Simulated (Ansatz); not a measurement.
**Band gap of CuBiPbS3 (Aikinite) from density functionals to GW**

What gap does each level of theory give for CuBiPbS3 (Aikinite), and in what time?

Calculated with Ansatz 0.2.0; density functionals, hybrids and G0W0, plane waves, PAW.

This is a report of a sequence of runs, with most program output left out.

In doubt: one-shot GW on d or f shells is unsure (steps 6, 7), so the values of those runs are not to be relied on; masses and optical values from hybrid runs of this build are listed as unsure (step 7), which bears on the screening that GW takes from such a start.

## 1. Starting point

It takes space group Pnma (No. 62, orthorhombic). The conventional cell has a = 11.638 Å, b = 4.039 Å, c = 11.319 Å, α = 90.00°, β = 90.00°, γ = 90.00°. Nearest to Cu lie 4 S at 2.31 to 2.40 Å. Nearest to Bi lie 6 S at 2.66 to 3.16 Å. Pb has 7 S at 2.89 to 3.26 Å and 2 Cu at 3.29 Å nearest. Nearest to S lie 2 Cu at 2.35 Å and 1 Bi at 2.66 Å and 2 Pb at 2.99 Å. S has 1 Cu at 2.31 Å and 3 Pb at 2.89 to 2.99 Å and 2 Bi at 2.95 Å nearest. Nearest to S lie 1 Cu at 2.40 Å and 3 Bi at 2.76 to 3.16 Å and 2 Pb at 3.26 Å. Farther neighbours and most contacts between anions are not listed.

The cell and positions come from the Crystallography Open Database and are kept as given unless a step says otherwise. Spin-orbit coupling is left out unless a step names it. The default PAW set here is soft_2. Its files were made with PBE.

## 2. r2SCAN on the 2×6×2 mesh

Levels along a band path and on the mesh show where this functional puts the band edges.

This step: DFT, r2SCAN, plane waves, PAW.

input.yaml reads:

```yaml
crystal:
  lattice:
    - [11.638, 0.0, 0.0]
    - [0.0, 4.039, 0.0]
    - [0.0, 0.0, 11.319]
  atoms:
    - { symbol: Cu, position: [0.2338, 0.25, 0.2085] }
    - { symbol: Cu, position: [0.2662, 0.75, 0.7085] }
    - { symbol: Cu, position: [0.7338, 0.25, 0.2915] }
    - { symbol: Cu, position: [0.7662, 0.75, 0.7915] }
    - { symbol: Bi, position: [0.0189, 0.25, 0.6827] }
    - { symbol: Bi, position: [0.4811, 0.75, 0.1827] }
    - { symbol: Bi, position: [0.5189, 0.25, 0.8173] }
    - { symbol: Bi, position: [0.9811, 0.75, 0.3173] }
    - { symbol: Pb, position: [0.8329, 0.25, 0.0105] }
    - { symbol: Pb, position: [0.6671, 0.75, 0.5105] }
    - { symbol: Pb, position: [0.3329, 0.25, 0.4895] }
    - { symbol: Pb, position: [0.1671, 0.75, 0.9895] }
    - { symbol: S, position: [0.716, 0.25, 0.6986] }
    - { symbol: S, position: [0.784, 0.75, 0.1986] }
    - { symbol: S, position: [0.216, 0.25, 0.8014] }
    - { symbol: S, position: [0.284, 0.75, 0.3014] }
    - { symbol: S, position: [0.0467, 0.25, 0.14] }
    - { symbol: S, position: [0.4533, 0.75, 0.64] }
    - { symbol: S, position: [0.5467, 0.25, 0.36] }
    - { symbol: S, position: [0.9533, 0.75, 0.86] }
    - { symbol: S, position: [0.3775, 0.25, 0.0559] }
    - { symbol: S, position: [0.1225, 0.75, 0.5559] }
    - { symbol: S, position: [0.8775, 0.25, 0.4441] }
    - { symbol: S, position: [0.6225, 0.75, 0.9441] }
kpoints:
  mp_grid: { grid: [2, 6, 2] }
  band_path:
    path:
      - [[0.0, 0.0, 0.0], [0.5, 0.0, 0.0], [0.5, 0.5, 0.0], [0.0, 0.5, 0.0], [0.0, 0.0, 0.0], [0.0, 0.0, 0.5], [0.5, 0.0, 0.5], [0.5, 0.5, 0.5], [0.0, 0.5, 0.5], [0.0, 0.0, 0.5]]
      - [[0.5, 0.0, 0.0], [0.5, 0.0, 0.5]]
      - [[0.0, 0.5, 0.0], [0.0, 0.5, 0.5]]
      - [[0.5, 0.5, 0.0], [0.5, 0.5, 0.5]]
    npoints: 10
hamiltonian:
  xc: r2scan
scf:
  occupations: { method: fermi_dirac, width: 0.02 }
  n_extra_bands: 12
output:
  eigenvalues: true
```

Run with:

```bash
ansatz run input.yaml --threads 16 --pin off --max-ram 82944MiB --backend cuda --events-out ev --progress --plain --runs-dir out --devices 1 --max-vram 78GiB
```

Elapsed: 5.9 s, on 1 × NVIDIA GB200 (shared by 2 runs) with 16 threads of Arm Neoverse V2, shared host; peak memory 1.9 GiB; 53 s of CPU time.

This step gave:

```
filled bands         : 132
gap                  : 0.8559 eV
valence top at       : k = (0.000, 0.000, 0.450)
conduction bottom at : k = (0.000, 0.250, 0.000)
least direct gap     : 0.9050 eV
```

Over mesh and path the gap is 0.856 eV, from k = (0.000, 0.000, 0.450) to k = (0.000, 0.250, 0.000). The least direct gap found is 0.905 eV, at k = (0.000, 0.000, 0.350). On the 2×6×2 mesh alone the same run gives 0.962 eV, so that mesh misses an edge of r2SCAN: 0.962 − 0.856 = +0.106 eV.

## 3. r2SCAN+SOC on the 2×6×2 mesh

This run has two-component orbitals with spin-orbit coupling.

This step: DFT, r2SCAN with spin-orbit coupling, plane waves, PAW.

Edit input.yaml of step 2 so:

```diff
@@ -34,7 +34,14 @@
     path:
-      - [[0.0, 0.0, 0.0], [0.5, 0.0, 0.0], [0.5, 0.5, 0.0], [0.0, 0.5, 0.0], [0.0, 0.0, 0.0], [0.0, 0.0, 0.5], [0.5, 0.0, 0.5], [0.5, 0.5, 0.5], [0.0, 0.5, 0.5], [0.0, 0.0, 0.5]]
-      - [[0.5, 0.0, 0.0], [0.5, 0.0, 0.5]]
-      - [[0.0, 0.5, 0.0], [0.0, 0.5, 0.5]]
-      - [[0.5, 0.5, 0.0], [0.5, 0.5, 0.5]]
-    npoints: 10
+      - [0.0, 0.0, 0.0]
+      - [0.5, 0.0, 0.0]
+      - [0.5, 0.5, 0.0]
+      - [0.0, 0.5, 0.0]
+      - [0.0, 0.0, 0.5]
+      - [0.5, 0.0, 0.5]
+      - [0.5, 0.5, 0.5]
+      - [0.0, 0.5, 0.5]
+      - [0.0, 0.0, 0.45]
+      - [0.0, 0.25, 0.0]
+      - [0.0, 0.0, 0.35]
+    npoints: 1
 hamiltonian:
@@ -43,3 +50,6 @@
   occupations: { method: fermi_dirac, width: 0.02 }
-  n_extra_bands: 12
+  n_extra_bands: 24
+magnetization:
+  noncollinear: true
+  spin_orbit: true
 output:
```

Run time: 9 s. Hardware: 1 × NVIDIA GB200 (shared by 2 runs) with 16 threads; peak memory 3.7 GiB; 66 s of CPU time.

This step gave:

| Item | Value |
| --- | --- |
| gap | 0.5422 eV |
| valence top at | k = (0.000, 0.000, 0.450) |
| conduction bottom at | k = (0.000, 0.000, 0.350) |
| least direct gap | 0.5511 eV |

Over mesh and listed points the gap is 0.542 eV, from k = (0.000, 0.000, 0.450) to k = (0.000, 0.000, 0.350). The least direct gap found is 0.551 eV, at k = (0.000, 0.000, 0.350). r2SCAN+SOC against r2SCAN: 0.542 − 0.856 = −0.314 eV. Mesh, set of files and cutoff are the same, but the conduction bottom lies at another k point, so this need not be the shift of one pair of states. The spin-orbit run sees mesh and listed points alone, so its gap is an upper bound: the coupling can move an edge off these points, and the change over the zone, its sign included where it is small, is not known.

## 4. HSE06 on the 2×4×2 mesh

HSE06 mixes in a quarter of exact exchange at short range.

This step: DFT, HSE06, plane waves, PAW.

Edit input.yaml of step 3 so:

```diff
@@ -31,3 +31,3 @@
 kpoints:
-  mp_grid: { grid: [2, 6, 2] }
+  mp_grid: { grid: [2, 4, 2] }
   band_path:
@@ -47,9 +47,6 @@
 hamiltonian:
-  xc: r2scan
+  xc: hse06
 scf:
-  occupations: { method: fermi_dirac, width: 0.02 }
-  n_extra_bands: 24
-magnetization:
-  noncollinear: true
-  spin_orbit: true
+  occupations: { method: fixed }
+  n_extra_bands: 12
 output:
```

Run time: 58 s. Hardware: 1 × NVIDIA GB200 (shared by 2 runs) with 16 threads; peak memory 4.1 GiB.

This step gave:

```yaml
gap: 1.434 eV
valence_top_at: k = (0.000, 0.000, 0.450)
conduction_bottom_at: k = (0.000, 0.250, 0.000)
least_direct_gap: 1.449 eV
exact_exchange_fraction: 0.25
```

Over mesh and listed points the gap is 1.434 eV, from k = (0.000, 0.000, 0.450) to k = (0.000, 0.250, 0.000). The least direct gap found is 1.449 eV, at k = (0.000, 0.000, 0.350). On the 2×4×2 mesh alone the same run gives 1.436 eV, so that mesh misses an edge of HSE06: 1.436 − 1.434 = +0.002 eV. HSE06 against r2SCAN: 1.434 − 0.856 = +0.578 eV. The runs also differ in mesh (2×6×2 and 2×4×2) and plane-wave cutoff (500 eV and 420 eV), so how much of this comes from the functional alone is not known.

## 5. HSE06+SOC on the 2×4×2 mesh

This step: DFT, HSE06 with spin-orbit coupling, plane waves, PAW.

Edit input.yaml of step 4 so:

```diff
@@ -49,4 +49,7 @@
 scf:
-  occupations: { method: fixed }
-  n_extra_bands: 12
+  occupations: { method: fermi_dirac, width: 0.02 }
+  n_extra_bands: 24
+magnetization:
+  noncollinear: true
+  spin_orbit: true
 output:
```

Wall time 4 min (1 × NVIDIA GB200 (shared by 2 runs) with 16 threads); peak memory 13 GiB.

This step gave:

| Quantity | Value |
| --- | --- |
| gap | 1.013 eV |
| valence top at | k = (0.000, 0.000, 0.450) |
| conduction bottom at | k = (0.000, 0.000, 0.350) |
| least direct gap | 1.024 eV |
| exact-exchange fraction | 0.25 |

Over mesh and listed points the gap is 1.013 eV, from k = (0.000, 0.000, 0.450) to k = (0.000, 0.000, 0.350). The least direct gap found is 1.024 eV, at k = (0.000, 0.000, 0.350). On the 2×4×2 mesh alone the same run gives 1.098 eV, so that mesh misses an edge of HSE06+SOC: 1.098 − 1.013 = +0.085 eV. HSE06+SOC against HSE06: 1.013 − 1.434 = −0.421 eV. Mesh, set of files and cutoff are the same, but the conduction bottom lies at another k point, so this need not be the shift of one pair of states. The spin-orbit run sees mesh and listed points alone, so its gap is an upper bound: the coupling can move an edge off these points, and the change over the zone, its sign included where it is small, is not known.

## 6. G0W0@r2SCAN, 2×4×2 mesh, 2917 empty bands, screening to 180 eV, hard PAW files

G0W0 replaces the xc potential by a self-energy built once from the orbitals of the start. Levels are corrected in the window of bands that the input names, at points of the mesh.

This step: G0W0 on r2SCAN, plane waves, PAW.

Edit input.yaml of step 5 so:

```diff
@@ -32,25 +32,12 @@
   mp_grid: { grid: [2, 4, 2] }
-  band_path:
-    path:
-      - [0.0, 0.0, 0.0]
-      - [0.5, 0.0, 0.0]
-      - [0.5, 0.5, 0.0]
-      - [0.0, 0.5, 0.0]
-      - [0.0, 0.0, 0.5]
-      - [0.5, 0.0, 0.5]
-      - [0.5, 0.5, 0.5]
-      - [0.0, 0.5, 0.5]
-      - [0.0, 0.0, 0.45]
-      - [0.0, 0.25, 0.0]
-      - [0.0, 0.0, 0.35]
-    npoints: 1
 hamiltonian:
-  xc: hse06
+  xc: r2scan
+  pseudopotentials: { kind: paw, source: ansatz }
 scf:
-  occupations: { method: fermi_dirac, width: 0.02 }
-  n_extra_bands: 24
-magnetization:
-  noncollinear: true
-  spin_orbit: true
-output:
-  eigenvalues: true
+  occupations: { method: fixed }
+gw:
+  n_empty_bands: 2917
+  ecut_chi: 180.0
+  qp_bands: [v4, c4]
+  qp_kpoints: band_edges
+  screening: { model: contour_deformation }
```

The job ended after 8.4 min (1 × NVIDIA GB200 (shared by 2 runs) with 16 threads; peak memory 35 GiB).

Numbers from this step:

```yaml
bands_summed: 3081
rpa_eps_infinity_on_this_mesh_eigenvalues: 12.03, 13.11, 13.41
plane_waves_in_the_screening_matrix: 2953
g0w0_gap_over_the_corrected_points: 0.8560 eV
k_of_the_valence_top: 0, 0, -0.5
k_of_the_conduction_bottom: 0, 0.25, 0
starting_gap_on_the_mesh: 0.8598 eV
z_at_the_valence_top: 0.7054
z_at_the_conduction_bottom: 0.7837
least_direct_g0w0_gap_over_the_corrected_points: 0.9383 eV
```

Over all 12 irreducible mesh points the G0W0 gap is 0.856 eV, from k = (0.000, 0.000, -0.500) to k = (0.000, 0.250, 0.000). The r2SCAN gap of this run on the mesh is 0.860 eV. The two states that bound the G0W0 gap lie that far apart at the start, so the correction of the gap is 0.856 − 0.860 = −0.004 eV. The program's warnings for this run: eigensolver not converged.

## 7. G0W0@HSE06, 2×4×2 mesh, 1588 empty bands, screening to 120 eV, hard PAW files

This step: G0W0 on HSE06, plane waves, PAW.

Edit input.yaml of step 6 so:

```diff
@@ -33,3 +33,3 @@
 hamiltonian:
-  xc: r2scan
+  xc: hse06
   pseudopotentials: { kind: paw, source: ansatz }
@@ -38,4 +38,4 @@
 gw:
-  n_empty_bands: 2917
-  ecut_chi: 180.0
+  n_empty_bands: 1588
+  ecut_chi: 120.0
   qp_bands: [v4, c4]
```

Elapsed: 15 min, on 1 × NVIDIA GB200 (shared by 2 runs) with 16 threads; peak memory 18 GiB.

This step gave:

| Item | Value |
| --- | --- |
| bands summed | 1752 |
| RPA ε∞ on this mesh (eigenvalues) | 9.460, 10.51, 10.80 |
| plane waves in the screening matrix | 1587 |
| G0W0 gap over the corrected points | 1.076 eV |
| k of the valence top | 0, 0, -0.5 |
| k of the conduction bottom | 0, 0.25, 0 |
| starting gap on the mesh | 1.439 eV |
| Z at the valence top | 0.7478 |
| Z at the conduction bottom | 0.8026 |
| least direct G0W0 gap over the corrected points | 1.161 eV |

Over all 12 irreducible mesh points the G0W0 gap is 1.076 eV, from k = (0.000, 0.000, -0.500) to k = (0.000, 0.250, 0.000). The HSE06 gap of this run on the mesh is 1.439 eV. The two states that bound the G0W0 gap lie that far apart at the start, so the correction of the gap is 1.076 − 1.439 = −0.363 eV. G0W0@HSE06 against G0W0@r2SCAN with 1752 bands (a further run, in the table below): 1.076 − 0.866 = +0.210 eV, with the same mesh, files and cutoffs, and both edges at the same k points. The program's warnings for this run: metallic iterate.

## 8. All levels together

Each gap is the least one over the points named; times are wall times on shared hosts, not benchmarks. A G0W0 time includes the run's own self-consistent start. Runs with listed points see these and the mesh alone, so an edge that moves elsewhere is missed. Rows marked * are further runs, not shown as steps, whose inputs differ from the G0W0 step on the same start in the columns given; solver thresholds can differ too.

```csv
level,mesh,"files, cutoff","bands summed, screening",points,gap (eV),valence top,conduction bottom,least direct gap (eV),time
r2SCAN,2×6×2,"soft_2 PAW, 500 eV",-,mesh and path,0.856,"(0.000, 0.000, 0.450)","(0.000, 0.250, 0.000)",0.905,5.9 s
r2SCAN+SOC,2×6×2,"soft_2 PAW, 500 eV",-,mesh and listed points,0.542,"(0.000, 0.000, 0.450)","(0.000, 0.000, 0.350)",0.551,9 s
HSE06,2×4×2,"soft_2 PAW, 420 eV",-,mesh and listed points,1.434,"(0.000, 0.000, 0.450)","(0.000, 0.250, 0.000)",1.449,58 s
HSE06+SOC,2×4×2,"soft_2 PAW, 420 eV",-,mesh and listed points,1.013,"(0.000, 0.000, 0.450)","(0.000, 0.000, 0.350)",1.024,4 min
G0W0@r2SCAN*,2×4×2,"hard PAW, 700 eV","871, 70 eV",all 12 irreducible mesh points,1.014,"(0.000, 0.000, -0.500)","(0.000, 0.250, 0.000)",1.118,78 s
G0W0@r2SCAN*,2×4×2,"hard PAW, 700 eV","1752, 120 eV",all 12 irreducible mesh points,0.866,"(0.000, 0.000, -0.500)","(0.000, 0.250, 0.000)",0.955,3.6 min
G0W0@r2SCAN,2×4×2,"hard PAW, 700 eV","3081, 180 eV",all 12 irreducible mesh points,0.856,"(0.000, 0.000, -0.500)","(0.000, 0.250, 0.000)",0.938,8.4 min
G0W0@r2SCAN*,2×6×2,"hard PAW, 700 eV","871, 70 eV",15 of 16 irreducible mesh points,1.123,"(0.000, 0.000, -0.500)","(0.000, 0.000, -0.500)",1.123,2.6 min
G0W0@HSE06,2×4×2,"hard PAW, 700 eV","1752, 120 eV",all 12 irreducible mesh points,1.076,"(0.000, 0.000, -0.500)","(0.000, 0.250, 0.000)",1.161,15 min
```

## 9. What came out

| Property | Result |
| --- | --- |
| r2SCAN, over mesh and path | 0.856 eV |
| r2SCAN+SOC, over mesh and listed points | 0.542 eV |
| HSE06, over mesh and listed points | 1.434 eV |
| HSE06+SOC, over mesh and listed points | 1.013 eV |
| G0W0@r2SCAN (3081 bands, 2×4×2), over all 12 irreducible mesh points | 0.856 eV |
| G0W0@HSE06, over all 12 irreducible mesh points | 1.076 eV |
| known limits | finite bands, screening cutoff and k mesh; no spin-orbit coupling in G0W0; d shells not analysed |

**Reading.** The rows run from 0.542 eV (r2SCAN+SOC) to 1.434 eV (HSE06). They differ in mesh, files, plane-wave cutoff, bands and screening cutoff of G0W0 and the points over which the gap was sought as well as in level, so only pairs that share these are like for like. G0W0@HSE06 against G0W0@r2SCAN with 1752 bands: 1.076 − 0.866 = +0.210 eV, with the same mesh, files and cutoffs, and both edges at the same k points. G0W0@r2SCAN (3081 bands, 2×4×2) moves the gap of its own start on the mesh by 0.856 − 0.860 = −0.004 eV, between the same two levels. Over mesh and path, r2SCAN puts the valence top at k = (0.000, 0.000, 0.450), where no G0W0 correction was computed. The G0W0 gap over the whole zone is therefore not known from this run; at its settings it can only be equal to or under the 0.856 eV found, and no correction is carried over from another point. For the start itself the gap is 0.856 eV over mesh and path and 0.860 eV on the mesh of the G0W0 run, in runs that differ in mesh (2×6×2 and 2×4×2), files (soft_2 PAW and hard PAW) and plane-wave cutoff (500 eV and 700 eV). G0W0@HSE06 moves the gap of its own start on the mesh by 1.076 − 1.439 = −0.363 eV, between the same two levels. Over mesh and listed points, HSE06 puts the valence top at k = (0.000, 0.000, 0.450), where no G0W0 correction was computed. The G0W0 gap over the whole zone is therefore not known from this run; at its settings it can only be equal to or under the 1.076 eV found, and no correction is carried over from another point. For the start itself the gap is 1.434 eV over mesh and listed points and 1.439 eV on the mesh of the G0W0 run, in runs that differ in files (soft_2 PAW and hard PAW) and plane-wave cutoff (420 eV and 700 eV). What spin-orbit coupling does to the G0W0 levels was not computed, so no sum with the G0W0 gap is formed. For G0W0@r2SCAN: from 871 bands and 70 eV to 3081 bands and 180 eV the gap moves by 0.856 − 1.014 = −0.158 eV (rung by rung 1.014, 0.866, 0.856 eV); bands and screening cutoff rise together, so their parts are not told apart. A line in one over the bands through the two highest rungs gives 0.856 + (0.856 − 0.866) × 1752 / (3081 − 1752) = 0.843 eV, and through the pair below 0.866 + (0.866 − 1.014) × 871 / (1752 − 871) = 0.720 eV. The two differ by 0.123 eV, not under the 0.030 eV asked, so the law does not hold well over these rungs and the limit is not known. The other G0W0 rows are shown at one basis each (1752 bands), so their distance from the limit is not known here. With the 2×6×2 mesh in place of the 2×4×2 mesh and all else as in the G0W0@r2SCAN row with 871 bands, the gap differs by 1.123 − 1.014 = +0.109 eV, and that of the start by 0.963 − 0.860 = +0.103 eV; an edge lies at another k point, so this need not be the shift of one pair of states. For G0W0@r2SCAN (3081 bands, 2×4×2): the program's warnings for this run: eigensolver not converged. For G0W0@HSE06: the program's warnings for this run: metallic iterate. For the further run with 1752 bands on the 2×4×2 mesh, the program warns: eigensolver not converged. For the further run with 871 bands on the 2×6×2 mesh, the program warns: eigensolver not converged. The G0W0 runs are scalar-relativistic. One-shot GW is known to converge slowly in bands for compounds with shallow d shells. The cell holds Cu; the filling of the d shell and its place against the gap were not analysed here. G0W0 is shown with one set of atomic data (hard PAW), so the error from the files is not known here. Failed or unusable runs of this series, left out of the table: G0W0@PBE0 (2×4×2 mesh, hard PAW files, 700 eV, 1588 empty bands) reached its time limit after 9.6 min.

[Paths, hosts, dates, memory and timing lines, banners, echoed tables and standing remarks are left out of the program output.]

[Logs are printed without paths, hosts, clocks, repeated set-up lines and the standing remarks that a program may print on its own settings, such as how far it seeks lower states.]

[Runs of the session that timed out or met a known fault of the program may be left out.]

[Cells called generated may have been cut or substituted from an entry of the Crystallography Open Database or the Materials Project.]

[Hosts, paths, dates, database ids (printed as entryN), source tags and the programs' standing remarks are cut or masked in the printed files.]

[Where an RPA ε∞ is given, it is that of the G0W0 mesh and is not shown converged in it. Names of k-points follow the symmetry that the program found, which can be lower than the space group named. Band edges on a path are those of the sampled points; other points can move an edge, and change direct to indirect where valleys lie close.]

[Hybrid gaps are those of their k-mesh and are not shown converged in it.]
